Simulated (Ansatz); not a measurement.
# Relaxing random alloy of the hcp Ru-Mo line, x = 0.0625 (64 atoms)

Wanted: the relaxed structure of random alloy of the hcp Ru-Mo line, x = 0.0625 (64 atoms) and its electronic structure.

Program: Ansatz 0.2.0. Level of theory: Kohn-Sham DFT, PBE, PAW (set soft_2), plane waves. Values are calculated unless marked as measured.

## 1. Set-up

The cell holds 64 atoms: 4 Mo and 60 Ru. Cell: a = 10.879 Å, b = 10.879 Å, c = 8.600 Å, α = 90.0°, β = 90.0°, γ = 120.0°. It derives from Ru and Mo (hcp Ru-Mo), repeated 4×4×2. Hcp Ru-Mo: 64 atoms, 4 of 64 Ru sites given to Mo at random, cell and internal coordinates interpolated linearly between the end members (Vegard's rule); not relaxed, displaced by a Gaussian of 0.02 Å. Lattice constants are starting values near those of PBE.

What the set-up can't give: The host structure and its lattice constant were typed by rule, without a check against the phase diagram.

## 2. Single point at the start

The forces at the start show how far the geometry lies from a minimum of this functional.

The input, input.yaml:

```yaml
crystal:
  lattice:
    - [10.8789, 0.0, 0.0]
    - [-5.43945, 9.4214, 0.0]
    - [0.0, 0.0, 8.60032]
  atoms:
    - { symbol: Mo, position: [0.00234, 0.9987, 0.99877] }
    - { symbol: Ru, position: [0.08228, 0.1685, 0.24465] }
    - { symbol: Ru, position: [0.0024, 0.99838, 0.50074] }
    - { symbol: Ru, position: [0.08443, 0.16977, 0.74521] }
    - { symbol: Ru, position: [0.999, 0.24918, 0.00264] }
    - { symbol: Ru, position: [0.08113, 0.4163, 0.24796] }
    - { symbol: Ru, position: [0.0007, 0.25124, 0.49744] }
    - { symbol: Ru, position: [0.08639, 0.41858, 0.75117] }
    - { symbol: Ru, position: [0.00093, 0.49855, 0.99971] }
    - { symbol: Ru, position: [0.08133, 0.6661, 0.25123] }
    - { symbol: Ru, position: [0.99831, 0.49916, 0.4984] }
    - { symbol: Ru, position: [0.08107, 0.66524, 0.74997] }
    - { symbol: Ru, position: [0.99819, 0.7505, 0.00386] }
    - { symbol: Ru, position: [0.08449, 0.91626, 0.24794] }
    - { symbol: Ru, position: [0.00042, 0.75359, 0.50012] }
    - { symbol: Ru, position: [0.08236, 0.91707, 0.75488] }
    - { symbol: Ru, position: [0.25088, 0.00131, 0.0007] }
    - { symbol: Ru, position: [0.33147, 0.16424, 0.24919] }
    - { symbol: Ru, position: [0.25024, 0.00125, 0.50195] }
    - { symbol: Ru, position: [0.33535, 0.16727, 0.75206] }
    - { symbol: Ru, position: [0.24994, 0.25266, 0.00119] }
    - { symbol: Mo, position: [0.3333, 0.4177, 0.24982] }
    - { symbol: Mo, position: [0.25369, 0.25323, 0.50508] }
    - { symbol: Ru, position: [0.32923, 0.4136, 0.74883] }
    - { symbol: Ru, position: [0.25122, 0.50186, 0.00073] }
    - { symbol: Ru, position: [0.32929, 0.66602, 0.25193] }
    - { symbol: Ru, position: [0.25123, 0.50162, 0.49948] }
    - { symbol: Ru, position: [0.33316, 0.66706, 0.75095] }
    - { symbol: Ru, position: [0.25049, 0.75025, 0.99844] }
    - { symbol: Ru, position: [0.33416, 0.91693, 0.25263] }
    - { symbol: Mo, position: [0.2524, 0.75039, 0.49913] }
    - { symbol: Ru, position: [0.33261, 0.91757, 0.75018] }
    - { symbol: Ru, position: [0.49941, 9.0e-05, 0.99856] }
    - { symbol: Ru, position: [0.58414, 0.16572, 0.25285] }
    - { symbol: Ru, position: [0.50137, 0.00126, 0.49745] }
    - { symbol: Ru, position: [0.58443, 0.16824, 0.74778] }
    - { symbol: Ru, position: [0.49955, 0.25007, 0.99681] }
    - { symbol: Ru, position: [0.58481, 0.41846, 0.248] }
    - { symbol: Ru, position: [0.49925, 0.24721, 0.49991] }
    - { symbol: Ru, position: [0.58155, 0.41905, 0.75095] }
    - { symbol: Ru, position: [0.49913, 0.49835, 0.00296] }
    - { symbol: Ru, position: [0.58498, 0.66272, 0.25287] }
    - { symbol: Ru, position: [0.50335, 0.50072, 0.49721] }
    - { symbol: Ru, position: [0.58473, 0.66628, 0.7486] }
    - { symbol: Ru, position: [0.49832, 0.75117, 0.00184] }
    - { symbol: Ru, position: [0.58274, 0.91777, 0.24734] }
    - { symbol: Ru, position: [0.50152, 0.7501, 0.49957] }
    - { symbol: Ru, position: [0.58407, 0.91851, 0.75175] }
    - { symbol: Ru, position: [0.75112, 0.00029, 0.00018] }
    - { symbol: Ru, position: [0.83472, 0.16716, 0.25159] }
    - { symbol: Ru, position: [0.74685, 0.99483, 0.50242] }
    - { symbol: Ru, position: [0.83782, 0.1676, 0.74977] }
    - { symbol: Ru, position: [0.74962, 0.24975, 4.0e-05] }
    - { symbol: Ru, position: [0.83072, 0.41557, 0.24768] }
    - { symbol: Ru, position: [0.75014, 0.24937, 0.50115] }
    - { symbol: Ru, position: [0.83406, 0.41876, 0.7505] }
    - { symbol: Ru, position: [0.75201, 0.49597, 0.9985] }
    - { symbol: Ru, position: [0.83767, 0.67203, 0.24942] }
    - { symbol: Ru, position: [0.74984, 0.49952, 0.5031] }
    - { symbol: Ru, position: [0.83353, 0.66811, 0.74926] }
    - { symbol: Ru, position: [0.74799, 0.75067, 0.00117] }
    - { symbol: Ru, position: [0.83559, 0.91643, 0.24856] }
    - { symbol: Ru, position: [0.75129, 0.75051, 0.50065] }
    - { symbol: Ru, position: [0.83443, 0.91913, 0.75086] }
kpoints:
  mp_grid: { grid: [2, 2, 2] }
hamiltonian:
  xc: pbe
scf:
  occupations: { method: fermi_dirac, width: 0.1 }
output:
  forces: true
```

On the command line:

```
$ ansatz run input.yaml --threads 6 --pin off --max-ram 102400MiB --backend cuda --events-out ev --progress --plain --runs-dir out
```

The program printed:

```text
Engine: ansatz 0.2.0, x86_64-unknown-linux-gnu
Pseudopotentials: kind: paw
Pseudopotential: Mo, paw, valence charge 14, recommended cutoff 420 eV (normal), Mo.paw.azcp
Pseudopotential: Ru, paw, valence charge 16, recommended cutoff 420 eV (normal), Ru.paw.azcp
[... 5 lines on functional and potentials left out ...]
concurrent solve slots: 4 of 6 are kept, ahead of what memory takes: no pass of the eigensolver takes more rounds on 4
device memory: the entry about to start is reckoned to put 14.7 GiB on a device that reports 73.9 GiB free
GPU FFT provider: cuFFT
GPU libraries: cuBLAS 13.8.2, cuFFT 12.4.0, cuSOLVER 12.3.4
Crystal: 64 atoms, lattice volume = 881.485 Å³
Basis set: ecut = 420 eV, 17237 PW (Γ), exchange–correlation on 150×150×120 points (8 copies of the dense FFT grid, shifted against one another)
Bands: 610, of which v1, the nominal top of the filled ones, is band 508 counted from 1 (507 counted from 0)
Symmetry: 1 space group operations
Space group: P1 (ITA 1), of the structure as read, at distance tolerance 9.6e-5 Å
k-points: 8
[... 5 lines on functional and potentials left out ...]
Initial density: superposition of atomic densities (neutral atoms: chi_scale 0, normalization atom), corrected by the library's trained network
Initial wavefunctions: pseudopotential atomic-orbital guess
GPU buffer pool allocated for 337500 grid points (all kernels)
GPU transforms: local potential and band sums: pruned to the plane-wave sphere, on 75×75×60
Functional: x = pbe(κ = 0.804, μ = 0.219515), c = pbe(β = 0.066725)
SCF iter   1: F=—  HF=-372546.535072 eV  |F-HF|=—  |Δ(HF+E_count)|=         —  Δρ=8.81e-3  dr2=7.16e-1  ethr=1.77e-3  ⟨swp⟩=5.0  Hψ=14835  notcnv=0
preconditioner: auto → Kerker (q_TF=auto, 2.794 Å⁻¹)  [metal: Δε(μ)=0.016 eV  Ē_g=4.728 eV  σ=0.100 eV  W_gap=0.04  n_scr=306 (ndim 8)  ℏωp=28.1 eV  f_vac=0.000  D(μ)=52.19/eV (n_scr^D=548)]
SCF iter   2: F=—  HF=-372546.585851 eV  |F-HF|=—  |Δ(HF+E_count)|=   5.08e-2  Δρ=4.86e-3  dr2=2.26e-1  ethr=7.04e-5  ⟨swp⟩=1.0  Hψ=5616  notcnv=0  defer=9
SCF iter   3: F=—  HF=-372546.605741 eV  |F-HF|=—  |Δ(HF+E_count)|=   1.99e-2  Δρ=5.14e-4  dr2=3.72e-3  ethr=2.22e-5  ⟨swp⟩=1.0  Hψ=4834  notcnv=0  defer=9
SCF iter   4: F=—  HF=-372546.607725 eV  |F-HF|=—  |Δ(HF+E_count)|=   1.98e-3  Δρ=1.15e-4  dr2=4.02e-4  ethr=3.66e-7  ⟨swp⟩=2.4  Hψ=8277  notcnv=0  defer=9
SCF iter   5: F=—  HF=-372546.603496 eV  |F-HF|=—  |Δ(HF+E_count)|=   4.23e-3  Δρ=4.43e-5  dr2=4.67e-5  ethr=3.96e-8  ⟨swp⟩=2.5  Hψ=6890  notcnv=0  defer=9
SCF iter   6: F=—  HF=-372546.605795 eV  |F-HF|=—  |Δ(HF+E_count)|=   2.30e-3  Δρ=1.17e-5  dr2=4.32e-6  ethr=4.59e-9  ⟨swp⟩=2.2  Hψ=7970  notcnv=0  defer=9
SCF iter   7: F=—  HF=-372546.605795 eV  |F-HF|=—  |Δ(HF+E_count)|=   2.56e-8  Δρ=4.25e-6  dr2=2.39e-7  ethr=4.25e-10  ⟨swp⟩=2.4  Hψ=8918  notcnv=0  defer=9
SCF iter   8: F=-372546.605795 eV  HF=-372546.605795 eV  |F-HF|=4.77e-9  |Δ(HF+E_count)|=   3.61e-9  Δρ=6.81e-7  dr2=7.15e-9  ethr=9.84e-12  ⟨swp⟩=3.0  Hψ=13091  notcnv=0
SCF 1 converged in 8 iterations: F = -372546.605795 eV  dr2 = 7.15e-9
  greatest PAW one-centre occupation: 0.998 electrons in one spin orbital (limit 2), on the Mo atom at site 21 (counted from 0), in its partial waves of l = 0
SCF converged after 8 iterations
Free energy (F): -372546.605795 eV
Harris-Foulkes:  -372546.605795 eV  (|F-HF|=4.77e-9)
Internal energy: -372544.866575 eV  (E = F + TS)
E sigma→0 (E₀):  -372545.736185 eV
Entropy (-TS):   -1.739219 eV (-27.175 meV/atom)
Fermi energy:    23.109353 eV
--- Per-component energies (eV) ---
  E_band       = -3570.927630
  E_kinetic    = 32622.136898
  E_local      = -79406.488532  (includes V_loc(G=0)·N_el)
  E_nonlocal   = 21147.173953
  E_hartree    = 25608.524971
  E_xc         = -12173.920698
  E_vxc        = -15279.346830  (∫ρ·V_xc dr)
  E_paw        = -220446.103100  (= ΣΔE_a)
  E_vpaw       = -13871.440945  (= ΣTr[D̂ρ^β])
  E_aug_tail   = -0.011069  (compensation charges beyond the density's cutoff)
  E_ewald      = -139896.178999
  E_smearing   = -1.739219  (= −TS)
  E_closure    = -0.000000  (closes the sum)
  Σ components = -372546.605795   (vs F -372546.605795, Δ=0.00e0)
--- Forces (eV/Å), atoms counted from 1 ---
  atom   1  Mo    -0.46704367     0.14810169     0.07714596
  atom   2  Ru     0.17477398    -0.39845662     0.72149780
  atom   3  Ru    -0.45268658     0.12936692    -0.17854650
  atom   4  Ru    -0.05050098    -0.35423853     0.45211526
  atom   5  Ru    -0.16840521     0.49056660    -0.43054681
  atom   6  Ru     0.13186120     0.09924671     0.30322598
  atom   7  Ru    -0.23811224     0.07957086     0.19317230
  atom   8  Ru    -0.45792003    -0.25171387    -0.17465417
  atom   9  Ru    -0.16471139     0.04461359    -0.02156856
  atom  10  Ru     0.14628721     0.08379511    -0.23366234
  atom  11  Ru     0.20397029    -0.20816814     0.14241709
  atom  12  Ru     0.08433580     0.32179972     0.15693217
  atom  13  Ru     0.35483826    -0.26211895    -0.54441652
  atom  14  Ru     0.07427865     0.22128295     0.44822776
[...]
atom  63  Ru     0.09231052     0.06183607    -0.04008008
  atom  64  Ru    -0.04633748    -0.40702397    -0.12739890
  max |Σ_I F_I| component: 6.44e-6 eV/Å
```

Elapsed: 5.2 s, on 1 × NVIDIA H100 80GB HBM3 with 6 threads of AMD EPYC 7R13 (Zen 3), shared host; peak memory 1.3 GiB.

The column dr2 measures how far the density is from self-consistency, as an energy; F and HF (Harris–Foulkes) agree once it is small.

That memory is the host's; the program planned up to 14.7 GiB on the GPU.

Read from the output:

| Item | Value |
| --- | --- |
| free energy | -372546.6058 eV |
| free energy per atom | -5821.0407 eV/atom |
| SCF cycles | 8 |
| r.m.s. force component | 0.2998 eV/Å |
| longest force | 1.134 eV/Å |
| Fermi energy | 23.11 eV |

The r.m.s. force component of 0.30 eV/Å sets the starting point.

Length of the force by element and coordination:

```
element  coordination  atoms  mean length of the force (eV/Å)  spread   least   most
     Mo           all      4                            0.482  0.0984   0.387  0.637
     Ru           all     60                            0.469   0.228  0.0618   1.13
```

## 3. Cell and atoms relaxed

Cell and atoms are freed together, to release stress as well as forces.

input.yaml: that of step 2 with these lines changed.

```diff
@@ -15 +15,5 @@
   forces: true
+relax:
+  f_tol: 0.04
+  max_steps: 150
+  cell: {}
```

The program printed:

```text
[...]
GPU FFT provider: cuFFT
GPU libraries: cuBLAS 13.8.2, cuFFT 12.4.0, cuSOLVER 12.3.4
Crystal: 64 atoms, lattice volume = 881.485 Å³
Basis set: ecut = 420 eV, 17237 PW (Γ), exchange–correlation on 150×150×120 points (8 copies of the dense FFT grid, shifted against one another)
Bands: 610, of which v1, the nominal top of the filled ones, is band 508 counted from 1 (507 counted from 0)
Symmetry: 1 space group operations
[...]
k-points: 8
[...]
GPU buffer pool allocated for 337500 grid points (all kernels)
[...]
SCF iter   1: F=—  HF=-372546.535070 eV  |F-HF|=—  |Δ(HF+E_count)|=         —  Δρ=8.81e-3  dr2=7.16e-1  ethr=1.77e-3  ⟨swp⟩=5.0  Hψ=14835  notcnv=0
[...]
SCF iter   8: F=-372546.605795 eV  HF=-372546.605795 eV  |F-HF|=4.71e-9  |Δ(HF+E_count)|=   3.67e-9  Δρ=6.79e-7  dr2=7.15e-9  ethr=9.84e-12  ⟨swp⟩=3.0  Hψ=13090  notcnv=0
SCF 1 converged in 8 iterations: F = -372546.605795 eV  dr2 = 7.15e-9
[...]
relax step   1: F+E_penalty+E_count = -372546.60579455 eV  Δ(F+E_penalty+E_count) = +0.000e0 eV  max|allowed force component| = 9.738e-1 eV/Å  Δτ_max = 0.0000 Å  P = +3.010 GPa  Ω = 881.485 Å³  (8 SCF iters, dr2 threshold 1.00e-7 eV, accepted)
[...]
relax step   2: F+E_penalty+E_count = -372547.00443427 eV  Δ(F+E_penalty+E_count) = -3.986e-1 eV  max|allowed force component| = 3.601e-1 eV/Å  Δτ_max = 0.0796 Å  P = -3.094 GPa  Ω = 898.804 Å³  energy of the carried Pulay correction = -7.537e-3 eV  (6 SCF iters, dr2 threshold 6.40e-6 eV, accepted)
[...]
relax step   3: F+E_penalty+E_count = -372547.20548419 eV  Δ(F+E_penalty+E_count) = -2.010e-1 eV  max|allowed force component| = 3.397e-2 eV/Å  Δτ_max = 0.0273 Å  P = +0.201 GPa  Ω = 888.648 Å³  energy of the carried Pulay correction = -3.135e-3 eV  (6 SCF iters, dr2 threshold 6.40e-6 eV, accepted)
[...]
relax step   4: F+E_penalty+E_count = -372547.20682789 eV  Δ(F+E_penalty+E_count) = -1.344e-3 eV  max|allowed force component| = 1.104e-2 eV/Å  Δτ_max = 0.0052 Å  P = +0.002 GPa  Ω = 889.240 Å³  energy of the carried Pulay correction = -3.393e-3 eV  (6 SCF iters, dr2 threshold 1.94e-7 eV, accepted)
[...]
relax step   5: F+E_penalty+E_count = -372547.21038001 eV  Δ(F+E_penalty+E_count) = -3.552e-3 eV  max|allowed force component| = 1.104e-2 eV/Å  Δτ_max = 0.0000 Å  P = -0.005 GPa  Ω = 889.240 Å³  stress off target by 1.34e-2 GPa  SCF on the basis re-selected at this cell (its energy is not comparable with the rows above)  (8 SCF iters)
basis re-selected at this cell: Δ(F+E_penalty+E_count) = -3.552e-3 eV, ΔP = -0.007 GPa vs the last step (what re-selecting the basis moved, of the pressure what is left beyond the Pulay correction that the steps carried, after the strain that the cell walked since its last selection, [...]
SCF converged after 8 iterations
Free energy (F): -372547.210380 eV
[...]
Internal energy: -372545.472409 eV  (E = F + TS)
E sigma→0 (E₀):  -372546.341395 eV
Entropy (-TS):   -1.737971 eV (-27.156 meV/atom)
Fermi energy:    22.864767 eV
[...]
--- Forces (eV/Å), atoms counted from 1 ---
  atom   1  Mo     0.00597726     0.01066963     0.00134801
  atom   2  Ru     0.00102130     0.00795689     0.00176942
  atom   3  Ru     0.00321889    -0.00069217     0.00202504
  atom   4  Ru     0.00506475     0.00213824    -0.00970116
  atom   5  Ru    -0.00126834    -0.00553323     0.00116249
  atom   6  Ru    -0.00145808    -0.00398563    -0.00287686
  atom   7  Ru     0.00161604    -0.00337122    -0.00046853
  atom   8  Ru    -0.00351935     0.00278340     0.00174324
  atom   9  Ru    -0.00044195    -0.00626884    -0.00031645
  atom  10  Ru    -0.00422074     0.00149115     0.00047661
  atom  11  Ru     0.00004419    -0.00039922     0.00210575
  atom  12  Ru    -0.00236103    -0.00259157    -0.00097623
  atom  13  Ru    -0.00254218    -0.00318276     0.00108011
  atom  14  Ru    -0.00024629     0.00134765     0.00088920
[...]
atom  63  Ru     0.00718189    -0.00190730     0.00031222
  atom  64  Ru     0.00377850     0.00476089    -0.00309562
  max |Σ_I F_I| component: 6.64e-8 eV/Å
--- Stress (GPa, compression-positive) ---
       -0.008732       0.006360       0.000980
        0.006360      -0.004720       0.001226
        0.000980       0.001226      -0.001213
  P = ⅓ Tr σ = -0.0049 GPa (-0.049 kbar)
--- Band table (eV; the first three rows and the last of 8) ---
[...]
--- Relaxed structure (4 steps of the walk, 4 accepted, 1 SCFs on fresh bases) ---
  F+E_penalty+E_count = -372547.21038001 eV   max|allowed force component| = 1.104e-2 eV/Å   (the final SCF, on the basis selected at the relaxed cell)
  cell:  # Å, volume = 889.2395 Å³
    - [10.924032, -0.00165957, -0.000166086]
    - [-5.463453, 9.460301, -0.000818875]
    - [-0.000131299, -0.000823315, 8.605358]
  atoms:
    - { symbol: Mo, position: [3.283160e-5, 0.999333, 0.999871] }
    - { symbol: Ru, position: [0.082073, 0.166634, 0.250561] }
    - { symbol: Ru, position: [-0.000709335, 0.998318, 0.499943] }
    - { symbol: Ru, position: [0.082240, 0.166931, 0.750387] }
[...]
- { symbol: Ru, position: [0.832618, 0.916427, 0.749527] }
```

Run time: 14 s. Hardware: 1 × NVIDIA H100 80GB HBM3 with 6 threads; peak memory 1.4 GiB.

That memory is the host's; the program planned up to 14.8 GiB on the GPU.

The program notes that the band table was not solved further than the SCF left it.

The steps of the relaxation:

```
step  energy less that of the first step (eV)  largest force component (eV/Å)  pressure (GPa)  volume (Å³)
   1                                   0.0000                          0.9738            3.01       881.49
   2                                  -0.3986                          0.3601           -3.09       898.80
   3                                  -0.5997                          0.0340            0.20       888.65
   4                                  -0.6010                          0.0110            0.00       889.24
  5*                                  -0.6046                          0.0110            0.00       889.24
```

Relaxation steps marked * repeat the geometry before them on a plane-wave basis chosen anew for their cell, so energy and pressure can jump there.

```
     cell as run  before   after  change
           a (Å)  10.879  10.924  +0.4 %
           b (Å)  10.879  10.925  +0.4 %
           c (Å)   8.600   8.605  +0.1 %
           γ (°)  120.00  120.02  +0.0 %
volume (Å³/atom)   13.77   13.89  +0.9 %
```

The atoms that moved most (Å, as changes of fractional coordinates times the final cell):

```
atom      dx      dy      dz  length
Ru42  -0.035   0.055  -0.023   0.069
Ru57  -0.046   0.044   0.014   0.065
Ru51   0.002   0.057  -0.020   0.061
Ru26   0.045   0.023  -0.027   0.057
 Ru2   0.008  -0.018   0.051   0.054
Ru24   0.028   0.044   0.014   0.054
Ru16   0.025  -0.010  -0.046   0.053
 Ru4  -0.008  -0.027   0.045   0.053
```

The relaxation changed the energy by -9.45 meV/atom, and atoms moved by 0.034 Å r.m.s., 0.069 Å at most.

## 4. Local order after relaxation

Bonds before and after, by the cutoffs listed below:

```
 pair  bonds before  bonds after  mean before (Å)  mean after (Å)  spread before (Å)  spread after (Å)
Ru-Ru           337          337            2.691           2.698              0.038             0.034
Ru-Mo            46           46            2.692           2.709              0.046             0.038
Mo-Mo             1            1            2.687           2.746              0.000             0.000
```

Density 12.0 g/cm³, 13.89 Å³ an atom.

Pair distribution functions g(r), in bins of 0.1 Å:

```
r (Å)  total  Ru-Ru  Ru-Mo  Mo-Mo
 2.55   0.00   0.00   0.00   0.00
 2.65   9.18   9.45   7.48   0.00
 2.75   8.99   8.71  11.00  11.90
 2.85   0.00   0.00   0.00   0.00
 2.95   0.00   0.00   0.00   0.00
 3.05   0.00   0.00   0.00   0.00
 3.15   0.00   0.00   0.00   0.00
 3.25   0.00   0.00   0.00   0.00
 3.35   0.00   0.00   0.00   0.00
 3.45   0.00   0.00   0.00   0.00
 3.55   0.00   0.00   0.00   0.00
 3.65   0.00   0.00   0.00   0.00
 3.75   0.27   0.22   0.62   0.00
 3.85   4.27   4.30   4.22   0.00
 3.95   0.00   0.00   0.00   0.00
 4.05   0.00   0.00   0.00   0.00
 4.15   0.00   0.00   0.00   0.00
 4.25   0.30   0.30   0.32   0.00
 4.35   0.89   0.88   0.95   0.00
 4.45   0.00   0.00   0.00   0.00
 4.55   0.00   0.00   0.00   0.00
 4.65   4.46   4.44   4.59   4.05
 4.75   4.54   4.56   4.49   3.96
 4.85   0.00   0.00   0.00   0.00
 4.95   0.00   0.00   0.00   0.00
 5.05   3.65   3.72   3.09   3.43
 5.15   1.47   1.41   1.91   3.37
 5.25   0.00   0.00   0.00   0.00
 5.35   0.00   0.00   0.00   0.00
 5.45   2.22   2.23   1.97   5.96
 5.55   0.00   0.00   0.00   0.00
 5.65   0.00   0.00   0.00   0.00
 5.75   0.00   0.00   0.00   0.00
 5.85   0.00   0.00   0.00   0.00
 5.95   0.00   0.00   0.00   0.00
 6.05   3.48   3.50   3.52   0.00
 6.15   0.11   0.08   0.31   0.00
 6.25   0.00   0.00   0.00   0.00
 6.35   2.35   2.39   1.96   4.35
 6.45   0.90   0.87   1.21   0.00
 6.55   0.01   0.00   0.00   2.05
 6.65   2.99   2.99   3.07   0.00
 6.75   0.00   0.00   0.00   0.00
 6.85   0.00   0.00   0.00   0.00
```

Neighbours by pair of elements; one cutoff, the widest of the pairs' first minima of g(r), serves all pairs of this metal:

```
pair A-B  cutoff (Å)  bonds  mean length (Å)  spread (Å)  shortest (Å)  B about A  A about B
   Ru-Ru        3.12    337             2.70       0.034          2.65       11.2       11.2
   Ru-Mo        3.12     46             2.71       0.038          2.64      0.767       11.5
   Mo-Mo        3.12      1             2.75           0          2.75        0.5        0.5
```

How many atoms have how many bonded neighbours:

```
element  mean  12
     Mo    12   4
     Ru    12  60
```

By these cutoffs all Mo atoms have 12 and all Ru atoms have 12 bonded neighbours.

(Continued in part 2 of 3.)

[Long decimals in the printed logs are rounded to 6 places.]

[Logs are printed without paths, hosts, clocks, repeated set-up lines and the standing remarks that a program may print on its own settings, such as how far it seeks lower states.]

[Hosts, paths, dates, database ids (printed as entryN), source tags and the programs' standing remarks are cut or masked in the printed files.]

[A walk said to have stopped at its limit may instead have ended on an SCF cycle that didn't converge.]
